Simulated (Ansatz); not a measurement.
# The perfect Ag wire along [110], 4 atoms a period

What gap, if any, does the Ag wire along [110], 4 atoms a period have, and how many channels would it open?

Method: DFT PBE, plane waves, PAW; relaxation of a wire's period; PAW set soft_1, in the first sound run; inputs show where later runs differ, in Ansatz 0.2.0.

**1. The starting structure**

The cell holds 4 atoms: 4 Ag. Its edges and angles: a = 10.950 Å, b = 9.734 Å, c = 2.934 Å, α = 90.0°, β = 90.0°, γ = 90.0°. Vacuum lies along a and b. The structure's axis is c.

Structure file:

```cif
data_structure
_symmetry_space_group_name_H-M 'P 1'
_symmetry_Int_Tables_number 1
_cell_length_a 10.9500
_cell_length_b 9.7340
_cell_length_c 2.9345
_cell_angle_alpha 90.000
_cell_angle_beta 90.000
_cell_angle_gamma 90.000
_cell_volume 312.78
loop_
_atom_site_label
_atom_site_type_symbol
_atom_site_fract_x
_atom_site_fract_y
_atom_site_fract_z
_atom_site_occupancy
Ag1 Ag 0.31050 0.50003 0.00000 1
Ag2 Ag 0.68950 0.50003 0.00000 1
Ag3 Ag 0.50000 0.34929 0.50000 1
Ag4 Ag 0.50000 0.65076 0.50000 1
```

**2. Relaxation of atoms and period**

Band widths follow the bond lengths, so the wire is relaxed first. The atoms and the third cell vector are free; the box across stays fixed as vacuum. A Fermi-Dirac smearing is set since the result may be a metal. The pressure printed is a third of the stress's trace over the whole box, vacuum included; only the stress along the axis is relaxed.

Input file input.yaml:

```yaml
crystal:
  lattice:
    - [10.95, 0.0, 0.0]
    - [0.0, 9.734, 0.0]
    - [0.0, 0.0, 2.9344931419]
  atoms:
    - { symbol: Ag, position: [0.310502283, 0.500025331, 0.0] }
    - { symbol: Ag, position: [0.689497717, 0.500025331, 0.0] }
    - { symbol: Ag, position: [0.5, 0.349291144, 0.5] }
    - { symbol: Ag, position: [0.5, 0.650759517, 0.5] }
kpoints:
  mp_grid: { grid: [1, 1, 28] }
scf:
  occupations: { method: fermi_dirac, width: 0.05 }
hamiltonian:
  xc: pbe
  pseudopotentials: { kind: paw, azcp: { folder: soft_1 } }
relax:
  cell: { fix: [a, b, alpha, beta, gamma] }
  max_steps: 45
  f_tol: 0.03
```

Started as:

```bash
ansatz run input.yaml --threads 4 --pin off --max-ram 16384MiB --backend cpu --events-out ev --progress --plain --runs-dir out
```

Numbers of over 12 decimals in the logs are rounded to 6 here.

The program printed:

```text
Engine: ansatz 0.2.0, aarch64-unknown-linux-gnu
Pseudopotentials: kind: paw
Pseudopotential: Ag, paw, valence charge 19, recommended cutoff 420 eV (normal), soft_1/Ag.paw.azcp
Functional definition: PBE
  parameter kappa = 0.804
  parameter beta = 0.066725
  exchange = pbe_x(kappa = kappa, mu = beta*pi^2/3)
  correlation = pbe_c(beta = beta)
Crystal: 4 atoms, lattice volume = 312.780 Å³
Basis set: ecut = 420 eV, 6097 PW (Γ), exchange–correlation on 150×144×40 points (8 copies of the dense FFT grid, shifted against one another)
Bands: 46, of which v1, the nominal top of the filled ones, is band 38 counted from 1 (37 counted from 0)
Symmetry: 8 space group operations
Space group: Pmmm (ITA 47), of the structure as read, at distance tolerance 6.8e-5 Å
k-points: 15 of 28
Non-local potential: Ag, projectors of the file, l = 0: 3, l = 1: 2, l = 2: 2, l = 3: 1
PAW form: soft (Blöchl's): semilocal exchange-correlation on the pseudo side does not see the compensation charge
PAW one-centre angular grid: Ag, 590 points (default); XC on 64 Gauss nodes
Initial density: superposition of atomic densities (neutral atoms: chi_scale 0, normalization atom)
Initial wavefunctions: pseudopotential atomic-orbital guess
Functional: x = pbe(κ = 0.804, μ = 0.219515), c = pbe(β = 0.066725)
iter 1 solved again at ethr=2.56e-3 eV; its pass at ethr=3.10e-3 eV (dr2=1.95e0 eV) is discarded
SCF iter   1: F=—  HF=-30360.070619 eV  |F-HF|=—  |Δ(HF+E_count)|=         —  Δρ=2.00e-2  dr2=2.03e0  ethr=2.56e-3  ⟨swp⟩=1.2  Hψ=3580  notcnv=0
preconditioner: auto → LDOS  [insulator: Δε(μ)=0.183 eV  Ē_g=7.111 eV  σ=0.050 eV  W_gap=0.67  n_scr=42 (ndim 8)  ℏωp=13.9 eV  f_vac=0.651  D(μ)=1.45/eV (n_scr^D=8)  ε∞_Penn≈4.8  β→1.0]
SCF iter   2: F=—  HF=-30360.417573 eV  |F-HF|=—  |Δ(HF+E_count)|=   3.47e-1  Δρ=2.93e-2  dr2=2.94e0  ethr=2.56e-3  ⟨swp⟩=3.5  Hψ=1498  notcnv=0  defer=1
SCF iter   3: F=—  HF=-30359.571825 eV  |F-HF|=—  |Δ(HF+E_count)|=   8.46e-1  Δρ=4.99e-3  dr2=7.49e-2  ethr=2.56e-3  ⟨swp⟩=2.3  Hψ=1237  notcnv=0  defer=28
SCF iter   4: F=—  HF=-30359.560503 eV  |F-HF|=—  |Δ(HF+E_count)|=   1.13e-2  Δρ=8.07e-4  dr2=4.24e-3  ethr=9.85e-5  ⟨swp⟩=2.1  Hψ=1086  notcnv=0  defer=28
SCF iter   5: F=—  HF=-30359.559709 eV  |F-HF|=—  |Δ(HF+E_count)|=   7.94e-4  Δρ=3.30e-4  dr2=3.72e-4  ethr=5.58e-6  ⟨swp⟩=2.0  Hψ=995  notcnv=0  defer=28
SCF iter   6: F=—  HF=-30359.559746 eV  |F-HF|=—  |Δ(HF+E_count)|=   3.67e-5  Δρ=7.43e-5  dr2=1.54e-5  ethr=4.90e-7  ⟨swp⟩=2.0  Hψ=990  notcnv=0  defer=28
SCF iter   7: F=—  HF=-30359.559661 eV  |F-HF|=—  |Δ(HF+E_count)|=   8.47e-5  Δρ=4.13e-5  dr2=4.56e-6  ethr=2.03e-8  ⟨swp⟩=2.7  Hψ=1315  notcnv=0  defer=28
SCF iter   8: F=—  HF=-30359.559661 eV  |F-HF|=—  |Δ(HF+E_count)|=   3.60e-7  Δρ=6.66e-6  dr2=1.76e-7  ethr=5.99e-9  ⟨swp⟩=2.0  Hψ=992  notcnv=0  defer=28
SCF iter   9: F=-30359.559661 eV  HF=-30359.559661 eV  |F-HF|=1.42e-8  |Δ(HF+E_count)|=   6.39e-8  Δρ=2.34e-6  dr2=1.04e-8  ethr=1.32e-10  ⟨swp⟩=4.8  Hψ=2293  notcnv=0
SCF 1 converged in 9 iterations: F = -30359.559661 eV  dr2 = 1.04e-8
  greatest PAW one-centre occupation: 1.001 electrons in one spin orbital (limit 2), on the Ag atom at site 3 (counted from 0), in its partial waves of l = 0
relax step   1: F+E_penalty+E_count = -30359.55966088 eV  Δ(F+E_penalty+E_count) = +0.000e0 eV  max|allowed force component| = 5.018e-1 eV/Å  Δτ_max = 0.0000 Å  P = -1.064 GPa  Ω = 312.780 Å³  fix = [a, b, alpha, beta, gamma]  reactions: a -0.942, b -0.266 GPa  (9 SCF iters, dr2 threshold 1.00e-7 eV, accepted)
Crystal: 4 atoms, lattice volume = 301.994 Å³
Basis set: ecut = 420 eV, 5881 PW (Γ), exchange–correlation on 150×144×40 points (8 copies of the dense FFT grid, shifted against one another)
Initial density: handed on by an earlier stage of this run
Initial wavefunctions: those handed on with the density
iter 1 solved again at ethr=6.23e-5 eV; its pass at ethr=3.10e-3 eV (dr2=4.73e-2 eV) is discarded
SCF iter   1: F=—  HF=-30359.704979 eV  |F-HF|=—  |Δ(HF+E_count)|=         —  Δρ=3.79e-3  dr2=4.79e-2  ethr=6.23e-5  ⟨swp⟩=2.3  Hψ=3464  notcnv=0
preconditioner: auto → LDOS  [insulator: Δε(μ)=0.291 eV  Ē_g=7.575 eV  σ=0.050 eV  W_gap=0.61  n_scr=40 (ndim 8)  ℏωp=14.2 eV  f_vac=0.664  D(μ)=1.02/eV (n_scr^D=4)  ε∞_Penn≈4.5  β→1.0]
SCF iter   2: F=—  HF=-30359.717904 eV  |F-HF|=—  |Δ(HF+E_count)|=   1.29e-2  Δρ=5.54e-3  dr2=8.36e-2  ethr=6.23e-5  ⟨swp⟩=2.9  Hψ=1420  notcnv=0
SCF iter   3: F=—  HF=-30359.693040 eV  |F-HF|=—  |Δ(HF+E_count)|=   2.49e-2  Δρ=9.32e-4  dr2=2.26e-3  ethr=6.23e-5  ⟨swp⟩=2.0  Hψ=1310  notcnv=0  defer=21
SCF iter   4: F=—  HF=-30359.692500 eV  |F-HF|=—  |Δ(HF+E_count)|=   5.41e-4  Δρ=1.73e-4  dr2=8.64e-5  ethr=2.98e-6  ⟨swp⟩=2.1  Hψ=1073  notcnv=0  defer=22
SCF iter   5: F=—  HF=-30359.692472 eV  |F-HF|=—  |Δ(HF+E_count)|=   2.71e-5  Δρ=3.61e-5  dr2=3.54e-6  ethr=1.14e-7  ⟨swp⟩=2.2  Hψ=1274  notcnv=0  defer=22
SCF iter   6: F=—  HF=-30359.692474 eV  |F-HF|=—  |Δ(HF+E_count)|=   1.09e-6  Δρ=1.65e-5  dr2=1.17e-6  ethr=5.26e-10  ⟨swp⟩=5.3  Hψ=2631  notcnv=0
SCF iter   7: F=-30359.692473 eV  HF=-30359.692473 eV  |F-HF|=1.23e-8  |Δ(HF+E_count)|=   1.78e-7  Δρ=4.21e-6  dr2=3.52e-8  ethr=5.26e-10  ⟨swp⟩=5.0  Hψ=2322  notcnv=0
SCF 2 converged in 7 iterations: F = -30359.692473 eV  dr2 = 3.52e-8
relax step   2: F+E_penalty+E_count = -30359.69247338 eV  Δ(F+E_penalty+E_count) = -1.328e-1 eV  max|allowed force component| = 2.800e-1 eV/Å  Δτ_max = 0.1531 Å  P = +0.331 GPa  Ω = 301.994 Å³  energy of the carried Pulay correction = +1.226e-3 eV  fix = [a, b, alpha, beta, gamma]  reactions: a +0.495, b +0.594 GPa  (7 SCF iters, dr2 threshold 4.00e-7 eV, accepted)
Crystal: 4 atoms, lattice volume = 299.847 Å³
Basis set: ecut = 420 eV, 5865 PW (Γ), exchange–correlation on 150×144×40 points (8 copies of the dense FFT grid, shifted against one another)
iter 1 solved again at ethr=5.48e-6 eV; its pass at ethr=3.10e-3 eV (dr2=4.16e-3 eV) is discarded
SCF iter   1: F=—  HF=-30359.714148 eV  |F-HF|=—  |Δ(HF+E_count)|=         —  Δρ=1.17e-3  dr2=4.38e-3  ethr=5.48e-6  ⟨swp⟩=2.1  Hψ=3302  notcnv=0
preconditioner: auto → LDOS  [insulator: Δε(μ)=0.224 eV  Ē_g=7.617 eV  σ=0.050 eV  W_gap=0.50  n_scr=40 (ndim 8)  ℏωp=14.2 eV  f_vac=0.659  D(μ)=0.85/eV (n_scr^D=4)  ε∞_Penn≈4.5  β→1.0]
SCF iter   2: F=—  HF=-30359.715158 eV  |F-HF|=—  |Δ(HF+E_count)|=   1.01e-3  Δρ=1.35e-3  dr2=7.26e-3  ethr=5.48e-6  ⟨swp⟩=2.1  Hψ=1334  notcnv=0
SCF iter   3: F=—  HF=-30359.713061 eV  |F-HF|=—  |Δ(HF+E_count)|=   2.10e-3  Δρ=1.65e-4  dr2=8.06e-5  ethr=5.48e-6  ⟨swp⟩=2.0  Hψ=1148  notcnv=0
SCF iter   4: F=—  HF=-30359.713049 eV  |F-HF|=—  |Δ(HF+E_count)|=   1.14e-5  Δρ=6.84e-5  dr2=1.34e-5  ethr=1.06e-7  ⟨swp⟩=2.0  Hψ=1021  notcnv=0
SCF iter   5: F=—  HF=-30359.713049 eV  |F-HF|=—  |Δ(HF+E_count)|=   3.30e-8  Δρ=1.50e-5  dr2=5.29e-7  ethr=1.77e-8  ⟨swp⟩=2.0  Hψ=1015  notcnv=0
SCF iter   6: F=-30359.713050 eV  HF=-30359.713050 eV  |F-HF|=4.39e-8  |Δ(HF+E_count)|=   2.74e-7  Δρ=4.61e-6  dr2=9.08e-8  ethr=5.26e-10  ⟨swp⟩=4.3  Hψ=2226  notcnv=0
SCF 3 converged in 6 iterations: F = -30359.713050 eV  dr2 = 9.08e-8
relax step   3: F+E_penalty+E_count = -30359.71304969 eV  Δ(F+E_penalty+E_count) = -2.058e-2 eV  max|allowed force component| = 1.961e-2 eV/Å  Δτ_max = 0.0617 Å  P = +0.056 GPa  Ω = 299.847 Å³  energy of the carried Pulay correction = +1.478e-3 eV  fix = [a, b, alpha, beta, gamma]  reactions: a +0.070, b +0.202 GPa  (6 SCF iters, dr2 threshold 4.00e-7 eV, accepted)
Crystal: 4 atoms, lattice volume = 298.874 Å³
Basis set: ecut = 420 eV, 5841 PW (Γ), exchange–correlation on 150×144×40 points (8 copies of the dense FFT grid, shifted against one another)
iter 1 solved again at ethr=1.32e-6 eV; its pass at ethr=3.10e-3 eV (dr2=1.00e-3 eV) is discarded
SCF iter   1: F=—  HF=-30359.714403 eV  |F-HF|=—  |Δ(HF+E_count)|=         —  Δρ=5.26e-4  dr2=1.03e-3  ethr=1.32e-6  ⟨swp⟩=3.0  Hψ=3126  notcnv=0
preconditioner: auto → LDOS  [insulator: Δε(μ)=0.226 eV  Ē_g=7.639 eV  σ=0.050 eV  W_gap=0.51  n_scr=40 (ndim 8)  ℏωp=14.2 eV  f_vac=0.659  D(μ)=0.84/eV (n_scr^D=4)  ε∞_Penn≈4.5  β→1.0]
SCF iter   2: F=—  HF=-30359.714499 eV  |F-HF|=—  |Δ(HF+E_count)|=   9.62e-5  Δρ=6.24e-4  dr2=1.31e-3  ethr=1.32e-6  ⟨swp⟩=2.0  Hψ=1238  notcnv=0
SCF iter   3: F=—  HF=-30359.714066 eV  |F-HF|=—  |Δ(HF+E_count)|=   4.33e-4  Δρ=8.38e-5  dr2=2.18e-5  ethr=1.32e-6  ⟨swp⟩=2.0  Hψ=1020  notcnv=0
SCF iter   4: F=—  HF=-30359.714049 eV  |F-HF|=—  |Δ(HF+E_count)|=   1.77e-5  Δρ=3.45e-5  dr2=2.51e-6  ethr=2.87e-8  ⟨swp⟩=2.1  Hψ=1215  notcnv=0
SCF iter   5: F=—  HF=-30359.714049 eV  |F-HF|=—  |Δ(HF+E_count)|=   3.76e-8  Δρ=1.36e-5  dr2=3.64e-7  ethr=3.30e-9  ⟨swp⟩=2.5  Hψ=981  notcnv=0
SCF iter   6: F=—  HF=-30359.714049 eV  |F-HF|=—  |Δ(HF+E_count)|=   5.72e-9  Δρ=3.94e-6  dr2=4.83e-8  ethr=4.79e-10  ⟨swp⟩=2.0  Hψ=1058  notcnv=0
SCF iter   7: F=-30359.714049 eV  HF=-30359.714049 eV  |F-HF|=4.98e-10  |Δ(HF+E_count)|=   6.44e-9  Δρ=5.32e-7  dr2=7.60e-10  ethr=3.70e-11  ⟨swp⟩=4.7  Hψ=2245  notcnv=0
SCF 4 converged in 7 iterations: F = -30359.714049 eV  dr2 = 7.60e-10
relax step   4: F+E_penalty+E_count = -30359.71404859 eV  Δ(F+E_penalty+E_count) = -9.989e-4 eV  max|allowed force component| = 8.904e-3 eV/Å  Δτ_max = 0.0191 Å  P = +0.107 GPa  Ω = 298.874 Å³  energy of the carried Pulay correction = +1.594e-3 eV  fix = [a, b, alpha, beta, gamma]  reactions: a +0.094, b +0.188 GPa  (7 SCF iters, dr2 threshold 2.81e-8 eV, accepted)
Initial wavefunctions: pseudopotential atomic-orbital guess (no wavefunctions were taken with the density)
iter 1 solved again at ethr=5.65e-7 eV; its pass at ethr=3.10e-3 eV (dr2=4.29e-4 eV) is discarded
SCF iter   1: F=—  HF=-30359.712244 eV  |F-HF|=—  |Δ(HF+E_count)|=         —  Δρ=7.40e-5  dr2=2.43e-6  ethr=5.65e-7  ⟨swp⟩=3.1  Hψ=4629  notcnv=0
preconditioner: auto → LDOS  [insulator: Δε(μ)=0.232 eV  Ē_g=7.641 eV  σ=0.050 eV  W_gap=0.51  n_scr=40 (ndim 8)  ℏωp=14.2 eV  f_vac=0.659  D(μ)=0.85/eV (n_scr^D=4)  ε∞_Penn≈4.5  β→1.0]
SCF iter   2: F=—  HF=-30359.712227 eV  |F-HF|=—  |Δ(HF+E_count)|=   1.66e-5  Δρ=4.69e-5  dr2=5.09e-6  ethr=3.19e-9  ⟨swp⟩=2.9  Hψ=1371  notcnv=0
SCF iter   3: F=—  HF=-30359.712226 eV  |F-HF|=—  |Δ(HF+E_count)|=   1.12e-6  Δρ=2.56e-5  dr2=1.70e-6  ethr=3.19e-9  ⟨swp⟩=2.0  Hψ=1260  notcnv=0
SCF iter   4: F=—  HF=-30359.712225 eV  |F-HF|=—  |Δ(HF+E_count)|=   4.49e-7  Δρ=8.40e-6  dr2=1.81e-7  ethr=2.24e-9  ⟨swp⟩=2.0  Hψ=983  notcnv=0
SCF iter   5: F=—  HF=-30359.712225 eV  |F-HF|=—  |Δ(HF+E_count)|=   5.25e-8  Δρ=1.62e-6  dr2=6.65e-9  ethr=2.38e-10  ⟨swp⟩=2.0  Hψ=1015  notcnv=0
SCF iter   6: F=—  HF=-30359.712225 eV  |F-HF|=—  |Δ(HF+E_count)|=   1.91e-9  Δρ=2.01e-7  dr2=9.26e-11  ethr=8.75e-12  ⟨swp⟩=2.0  Hψ=1232  notcnv=0
SCF iter   7: F=-30359.712225 eV  HF=-30359.712225 eV  |F-HF|=7.28e-12  |Δ(HF+E_count)|=  1.82e-11  Δρ=3.29e-8  dr2=2.36e-12  ethr=1.00e-12  ⟨swp⟩=5.0  Hψ=2469  notcnv=0
SCF 5 converged in 7 iterations: F = -30359.712225 eV  dr2 = 2.36e-12
relax step   5: F+E_penalty+E_count = -30359.71222542 eV  Δ(F+E_penalty+E_count) = +1.823e-3 eV  max|allowed force component| = 9.352e-3 eV/Å  Δτ_max = 0.0000 Å  P = +0.110 GPa  Ω = 298.874 Å³  fix = [a, b, alpha, beta, gamma]  reactions: a +0.097, b +0.191 GPa  stress off target by 4.14e-2 GPa on what of the cell is left free  SCF on the basis re-selected at this cell (its energy is not comparable with the rows above)  (7 SCF iters)
basis re-selected at this cell: Δ(F+E_penalty+E_count) = +1.823e-3 eV, ΔP = +0.003 GPa vs the last step (what re-selecting the basis moved, of the pressure what is left beyond the Pulay correction that the steps carried, after the strain that the cell walked since its last selection, with what the two solves' SCF thresholds leave and, on support functions, any second-order correction that the steps lacked; it is no m [...]
SCF converged after 7 iterations
Free energy (F): -30359.712225 eV
Harris-Foulkes:  -30359.712225 eV  (|F-HF|=7.28e-12)
Internal energy: -30359.705553 eV  (E = F + TS)
E sigma→0 (E₀):  -30359.708889 eV
Entropy (-TS):   -0.006673 eV (-1.668 meV/atom)
Fermi energy:    0.659194 eV
--- Per-component energies (eV) ---
  E_band       = -2165.083455
  E_kinetic    = 1873.587013
  E_local      = -34469.202786  (includes V_loc(G=0)·N_el)
  E_nonlocal   = 129.751307
  E_hartree    = 16555.749501
  E_xc         = -631.775728
  E_vxc        = -798.766653  (∫ρ·V_xc dr)
  E_paw        = -15827.820593  (= ΣΔE_a)
  E_vpaw       = -2011.952779  (= ΣTr[D̂ρ^β])
  E_aug_tail   = 0.001472  (compensation charges beyond the density's cutoff)
  E_ewald      = 2010.004262
  E_smearing   = -0.006673  (= −TS)
  E_closure    = -0.000000  (closes the sum)
  Σ components = -30359.712225   (vs F -30359.712225, Δ=0.00e0)
--- Forces (eV/Å), atoms counted from 1 ---
  atom   1  Ag    -0.00190178    -0.00000000     0.00000000
  atom   2  Ag     0.00190178     0.00000000    -0.00000000
  atom   3  Ag     0.00000000    -0.00935152     0.00000000
  atom   4  Ag     0.00000000     0.00935152    -0.00000000
  max |Σ_I F_I| component: 1.73e-18 eV/Å
--- Stress (GPa, compression-positive) ---
        0.096659      -0.000000      -0.000000
       -0.000000       0.190601       0.000000
       -0.000000       0.000000       0.041373
  P = ⅓ Tr σ = 0.1095 GPa (1.095 kbar)
--- Relaxed structure (4 steps of the walk, 4 accepted, 1 SCFs on fresh bases) ---
  F+E_penalty+E_count = -30359.71222542 eV   max|allowed force component| = 9.352e-3 eV/Å   (the final SCF, on the basis selected at the relaxed cell)
  cell:  # Å, volume = 298.8742 Å³
    - [10.95, 0.0, 0.0]
    - [0.0, 9.734, 0.0]
    - [0.0, 0.0, 2.804032]
  atoms:
    - { symbol: Ag, position: [0.325300, 0.500025, 0.0] }
    - { symbol: Ag, position: [0.674700, 0.500025, 0.0] }
    - { symbol: Ag, position: [0.5, 0.340543, 0.500000] }
    - { symbol: Ag, position: [0.5, 0.659508, 0.500000] }
```

It took 26 s on 4 threads of Arm Neoverse N1, shared host; peak memory 0.7 GiB.

Step by step:

| step | energy less that of the first step (eV) | largest force component (eV/Å) | pressure (GPa) | volume (Å³) |
| --- | --- | --- | --- | --- |
| 1 | 0.0000 | 0.5018 | -1.06 | 312.78 |
| 2 | -0.1328 | 0.2800 | 0.33 | 301.99 |
| 3 | -0.1534 | 0.0196 | 0.06 | 299.85 |
| 4 | -0.1544 | 0.0089 | 0.11 | 298.87 |
| 5* | -0.1526 | 0.0094 | 0.11 | 298.87 |

Relaxation steps marked * repeat the geometry before them on a plane-wave basis chosen anew for their cell, so energy and pressure can jump there.

The run keeps the 8 symmetry operations that it works with, so distortions that break them were not tested.

| cell as run | before | after | change |
| --- | --- | --- | --- |
| c (Å) | 2.934 | 2.804 | -4.4 % |

The atoms that moved most (Å, along periodic axes as changes of fractional coordinates times the final cell, across vacuum about the mean position):

| atom | dx | dy | dz | length |
| --- | --- | --- | --- | --- |
| Ag1 | 0.162 | 0.000 | 0.000 | 0.162 |
| Ag2 | -0.162 | 0.000 | 0.000 | 0.162 |
| Ag4 | 0.000 | 0.085 | 0.000 | 0.085 |
| Ag3 | 0.000 | -0.085 | 0.000 | 0.085 |

Final coordinates:

```xyz
4
Lattice="10.9500 0.0000 0.0000 0.0000 9.7340 0.0000 0.0000 0.0000 2.8040" Properties=species:S:1:pos:R:3
Ag    3.5620    4.8672    0.0000
Ag    7.3880    4.8672    0.0000
Ag    5.4750    3.3148    1.4020
Ag    5.4750    6.4196    1.4020
```

Numbers from this step:

- energy at zero smearing: -30359.7089 eV
- cell length along the wire: 2.804 Å

The cell's length comes to 2.804 Å with spin left out.

**3. The perfect wire**

This step: DFT PBE, plane waves, PAW; bands of a perfect wire; PAW set soft_1 (Ansatz 0.2.0).

At the relaxed period the bands are computed along the axis; those that cross an energy going forward count the channels that a perfect wire would open there.

input.yaml, the sections that differ from step 2:

```yaml
crystal:
  lattice:
    - [10.95, 0.0, 0.0]
    - [0.0, 9.734, 0.0]
    - [0.0, 0.0, 2.804031849]
  atoms:
    - { symbol: Ag, position: [0.325300057, 0.500025331, 0.0] }
    - { symbol: Ag, position: [0.674699943, 0.500025331, 0.0] }
    - { symbol: Ag, position: [0.5, 0.340543118, 0.5] }
    - { symbol: Ag, position: [0.5, 0.659507543, 0.5] }
kpoints:
  mp_grid: { grid: [1, 1, 29] }
  band_path: { path: ["Γ", Z], npoints: 90 }
output:
  dos: { e_range: [-5, 4] }
  write_potential: true
  write_density: true
  volumetric_format: npy
# scf, hamiltonian: as in step 2
# relax: removed
```

The program printed:

```text
[...]
Crystal: 4 atoms, lattice volume = 298.874 Å³
Basis set: ecut = 420 eV, 5841 PW (Γ)
Bands: 46, of which v1, the nominal top of the filled ones, is band 38 counted from 1 (37 counted from 0)
[... 1 set-up line as in the run before ...]
[...]
k-points: 15 of 29
[...]
SCF iter   8: F=-30359.703927 eV  HF=-30359.703927 eV  |F-HF|=4.59e-8  |Δ(HF+E_count)|=   8.48e-7  Δρ=5.32e-6  dr2=8.63e-8  ethr=1.32e-10  ⟨swp⟩=9.3  Hψ=2770  notcnv=0
SCF 1 converged in 8 iterations: F = -30359.703927 eV  dr2 = 8.63e-8
[...]
NSCF: frozen V_eff on 91 k-points
WARN: The output density's exchange-correlation potential varies sharply where the density is thin. Do not read a vacuum level from v_tot or v_xc, or from such a field of the output density. On a cell that repeats whose density bears no net charge and no dipole along the vacuum's axis use v_es (v_loc + v_h of the components); under efield.dipole_correction with no amplitude use v_es + v_field, which holds any externa [...]
SCF converged after 8 iterations
Free energy (F): -30359.703927 eV
[...]
Internal energy: -30359.692882 eV  (E = F + TS)
E sigma→0 (E₀):  -30359.698405 eV
Entropy (-TS):   -0.011045 eV (-2.761 meV/atom)
Fermi energy:    0.694367 eV
[...]
--- Band table (eV; the first three rows and the last of 15) ---
  k-point 0: bands = [... 34 lower, -2.0808, -2.0683, -2.0070, -1.0586, -0.5159, 1.2470, 2.0062, 2.0212, ... 4 higher]
  k-point 1: bands = [... 34 lower, -2.0941, -2.0833, -2.0304, -1.0291, -0.4901, 1.2740, 2.0433, 2.0684, ... 4 higher]
  k-point 2: bands = [... 34 lower, -2.1301, -2.1236, -2.0948, -0.9448, -0.4144, 1.3533, 2.1526, 2.2062, ... 4 higher]
  k-point 14: bands = [... 34 lower, -2.0065, -1.9370, 1.4899, 2.2855, 3.0614, 3.6158, 5.2080, 5.5246, ... 4 higher]
```

It took 20 s on 4 threads; peak memory 0.88 GiB.

Reading the cycles: dr2 is the Hartree energy of the density residual (eV), the measure of convergence; HF is the Harris–Foulkes estimate of the energy, which meets the free energy F at convergence.

This step gave:

```yaml
energy_at_zero_smearing: -30359.6984 eV
band_gap: 0 eV
```

Electronic bands along the path, in eV, zero at the Fermi level:

| point | band 36 | band 37 | band 38 | band 39 | band 40 | band 41 | band 42 | band 43 |
| --- | --- | --- | --- | --- | --- | --- | --- | --- |
| Γ | -2.76 | -2.70 | -1.75 | -1.21 | 0.55 | 1.31 | 1.33 | 3.30 |
| halfway | -2.94 | -2.91 | -0.55 | -0.04 | 1.80 | 2.96 | 3.28 | 5.04 |
| Z | -2.62 | 1.13 | 1.25 | 2.43 | 2.99 | 4.44 | 4.75 | 5.21 |

Between Γ and Z the bands cross the Fermi level 3 times, so a perfect wire would conduct at least 3 G₀, with spin left out.

**4. Summary of results**

- cell length, PBE: 2.804 Å
- ballistic conductance by band crossings, a lower bound, PBE: 3 G₀

**Reading.** Under PBE the cell's length is 2.80 Å, and the bands cross the Fermi level 3 times between Γ and Z, which gives a perfect wire at least 3 G₀ (opposite crossings within one step of the path cancel in such a count).

[Logs are printed without paths, hosts, clocks, repeated set-up lines and the standing remarks that a program may print on its own settings, such as how far it seeks lower states.]

[Hosts, paths, dates, database ids (printed as entryN), source tags and the programs' standing remarks are cut or masked in the printed files.]
